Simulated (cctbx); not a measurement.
**Accept or mend?**

Cell a = 7.3570 Å, b = 7.3570 Å, c = 4.3970 Å, α = 90.00°, β = 90.00°, γ = 120.00°; space group P-62m (no. 189). The compound is CaHoB.

Simulated single-crystal data (cctbx): Mo Kα, λ = 0.71073 Å, to d = 0.84 Å, 95 % of the full sphere, strongest reflection 70000 counts, noise from counting, a 2 % proportional error and a noise floor of 2 counts (s.d.); no absorption, and some extinction, which the refinements don't model.

An anisotropic refinement with weights 1/σ² prints:

```text
Rint 0.016, 162 unique reflections to 0.84 A
cycle     R1     wR2    GooF  max shift (A)
   1  0.0173  0.0535   6.002   0.00193
   2  0.0155  0.0445   4.994   0.00000
final R1 0.0155 wR2 0.0445 GooF 4.994  parameters 10  data/parameter 16.2
atom        x        y        z      Ueq    occ   su(xyz)  su(Uiso or U11)
Ho1    0.00000  0.42336  0.00000   0.0074  1.000  0.00008  0.0003
Ca1    0.00000  0.76320  0.50000   0.0117  1.000  0.00044  0.0014
B1     0.33333  0.66667  0.50000   0.0166  1.000  0.00000  0.0067
difference map: max 5.15 min -0.89 rms 0.20
Q1    0.0000  0.0000  0.0000    1    5.15  2.81 A from Ca1
Q2    0.0000  0.5731  0.0000    3    1.70  1.10 A from Ho1
Q3    0.0000  0.8392  0.0000    3    1.03  2.27 A from Ca1
Q4    0.0000  0.2890  0.0000    3    0.51  0.99 A from Ho1
Q5    0.0000  0.1102  0.2050    6    0.36  1.99 A from Ca1
Q6    0.0000  0.7178  0.0000    3    0.31  2.17 A from Ho1
```

Q: Accept it or mend it, and why?

Mend it. The fault: an atom left out, B at (0, 0, 0). Against the right model at the same level, R1 goes from 0.0046 to 0.0155 and GooF from 1.12 to 4.99 and the top difference peak, 5.2 e/Å³, lies 2.81 Å from Ca1. Q1 is the missing atom. With scattering power missing, scale and phases suffer, so peaks may also grow on the heavy atoms.

The compound is CaHoB. The right model at the same level gives:

```text
Rint 0.016, 162 unique reflections to 0.84 A
cycle     R1     wR2    GooF  max shift (A)
   1  0.0098  0.0342   3.863   0.00238
   2  0.0046  0.0099   1.119   0.00000
final R1 0.0046 wR2 0.0099 GooF 1.119  parameters 12  data/parameter 13.5
atom        x        y        z      Ueq    occ   su(xyz)  su(Uiso or U11)
Ho1    0.00000  0.42340  0.00000   0.0075  1.000  0.00002  0.0001
Ca1    0.00000  0.76262  0.50000   0.0106  1.000  0.00009  0.0003
B1     0.00000  0.00000  0.00000   0.0166  1.000  0.00000  0.0020
B2     0.33333  0.66667  0.50000   0.0122  1.000  0.00000  0.0014
Flack x: -0.022(13)
Hooft y: -0.016(12)  Bijvoet pairs: 62
difference map: max 0.17 min -0.46 rms 0.06
Q1    0.0000  0.3566  0.1784    6    0.18  0.93 A from Ho1
Q2    0.1828  0.3473  0.1526   12    0.15  1.82 A from Ho1
Q3    0.0000  0.2047  0.1844    6    0.14  1.71 A from B1
Q4    0.0000  0.4624  0.2283    6    0.14  1.04 A from Ho1
Q5    0.3333  0.6667  0.1513    4    0.14  1.53 A from B2
Q6    0.0000  0.1199  0.2404    6    0.13  1.38 A from B1
```

The model is made up (kin elements in a known structure type, no relaxation), so it says nothing on whether the phase exists.

[Middle refinement cycles are left out of these outputs.]

[Logs are printed without paths, hosts, clocks, repeated set-up lines and the standing remarks that a program may print on its own settings, such as how far it seeks lower states.]
